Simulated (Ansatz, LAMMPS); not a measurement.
# Compressing and expanding annealed Voronoi polycrystal of C with 5 % Si on C sites (3 grains at the start) (194 atoms): runs compared

Aim: relax annealed Voronoi polycrystal of C with 5 % Si on C sites (3 grains at the start) (194 atoms), then change its volume to read the bulk modulus from the stress.

Computed with Ansatz 0.2.0: Kohn-Sham DFT, PBE, PAW (set soft_2), plane waves.

## Step 1: The cell

The cell holds 194 atoms: 184 C and 10 Si. Its edges and angles: a = 13.252 Å, b = 10.434 Å, c = 11.146 Å, α = 90.0°, β = 90.0°, γ = 90.0°. It derives from C and Si (diamond C). 3 grains of diamond C (a = 3.566 Å), 5 % of C replaced at random by Si at random centres and orientations, cut by Voronoi cells in a periodic box, atoms closer than 1.11 Å removed; annealed 10 ps at 2550 K with the Tersoff potential (Tersoff, Phys. Rev. B 39, 5566 (1989)), cooled to 300 K.

What the set-up can't give: The network of bonds at the start is that of the classical potential that made the cell, and needn't be the one that DFT or experiment would give. Sampling is at Γ alone.

## Step 2: The reference run

The reference is a single point at the end of the relaxation.

Every strained cell starts from the geometry of this run, and its atoms are relaxed with the cell held.

Its input, with most atom lines left out:

```yaml
crystal:
  lattice:
    - [13.54472, -0.17374, 0.06921]
    - [-0.13679, 10.39327, 0.24274]
    - [0.05821, 0.25931, 11.11326]
  atoms:
    - { symbol: C, position: [0.99227, 0.18714, 0.52445] }
    - { symbol: C, position: [0.90948, 0.56803, 0.06127] }
    - { symbol: C, position: [0.99633, 0.1591, 0.39626] }
    - { symbol: C, position: [0.03772, 0.24546, 0.0823] }
    - { symbol: C, position: [0.9902, 0.55555, 0.6411] }
    - { symbol: C, position: [0.00089, 0.69882, 0.66201] }
    - { symbol: C, position: [0.07615, 0.35111, 0.64678] }
    [... atom lines 8 to 194 left out ...]
kpoints:
  mp_grid: { grid: [1, 1, 1] }
hamiltonian:
  xc: pbe
scf:
  occupations: { method: gaussian, width: 0.025 }
output:
  forces: true
  stress: true
  populations: intrinsic
  dos:
    method: { smearing: { sigma: 0.1 } }
    de: 0.1
    projected: { site_lists: { C: [C], Si: [Si] } }
  eigenvalues: true
  write_density: true
  write_potential: true
  volumetric_format: npy
```

| Item | Value |
| --- | --- |
| free energy per atom | -270.0354 eV/atom |
| r.m.s. force component | 0.00959 eV/Å |
| pressure | -0.06723 GPa |

Filled and empty levels are parted by 0.164 eV at Γ alone; the mesh holds the band edges only if they fold onto it, so the gap at this level can be narrower or closed, while semilocal functionals tend to narrow gaps against experiment.

## Step 3: The runs

Each row is one run, on 4 threads of Intel Xeon Platinum 8223CL at 3.00GHz (Skylake/Cascade Lake), shared host. The free energy is the program's total, comparable only between runs with the same functional and atoms.

| run | atoms | outcome | relaxation steps | free energy (eV) | time | host memory (GiB) |
| --- | --- | --- | --- | --- | --- | --- |
| Single point at the start | 194 | converged | - | -52332.582 | 24 s | 2.5 |
| Cell and atoms relaxed | 194 | cut at the time limit | 58 | -52386.856 | 21 min | 2.6 |
| Single point at the relaxed geometry | 194 | converged | - | -52386.862 | 42 s | 2.5 |
| Volume -3 % | 194 | converged | 15 | -52385.967 | 5.2 min | 2.5 |
| Volume +3 % | 194 | converged | 8 | -52385.956 | 3 min | 2.6 |
| Volume -6 % | 194 | converged | 13 | -52382.899 | 4.4 min | 2.5 |
| Volume +6 % | 194 | cut at the time limit | 9 | -52383.496 | 4 min | 2.7 |
| Volume -10 % | 194 | cut at the time limit | 8 | -52375.290 | 3 min | 2.4 |

In some runs the program notes that the SCF threshold is loose for the stress.

## Step 4: Pressure against volume

Atoms are relaxed at each volume, in the scaled cell.

| volume change (%) | volume (Å³/atom) | energy change (meV/atom) | pressure (GPa) | largest move on relaxing (Å) | bonds |
| --- | --- | --- | --- | --- | --- |
| -6 | 7.575 | 20.43 | 14.32 | 0.18 | - |
| -3 | 7.816 | 4.61 | 6.70 | 0.17 | - |
| +0 | 8.058 | 0.00 | -0.07 | - | - |
| +3 | 8.300 | 4.67 | -6.02 | 0.08 | - |

## Step 5: What came out

The bulk modulus, from the slope of pressure against ln V over the three points nearest the relaxed volume, is 212 GPa; a quadratic over all points gives a pressure derivative of about 3.2.

**Limits.** Strains are finite and relaxations stop at the force tolerance of the input, which can leave moduli too stiff; they are those of a static cell at zero temperature. Volumes are changed with the cell's shape held, so in an anisotropic solid the modulus lies over the one under free hydrostatic load. The first relaxation stopped at its limit, so the strained cells go on relaxing towards a minimum that it hadn't reached. The program notes that the SCF threshold of the relaxations is loose for the stress.

The DFT runs together took 42 min of wall time.

[Long decimals in the printed logs are rounded to 6 places.]

[Logs are printed without paths, hosts, clocks, repeated set-up lines and the standing remarks that a program may print on its own settings, such as how far it seeks lower states.]

[Hosts, paths, dates, database ids (printed as entryN), source tags and the programs' standing remarks are cut or masked in the printed files.]
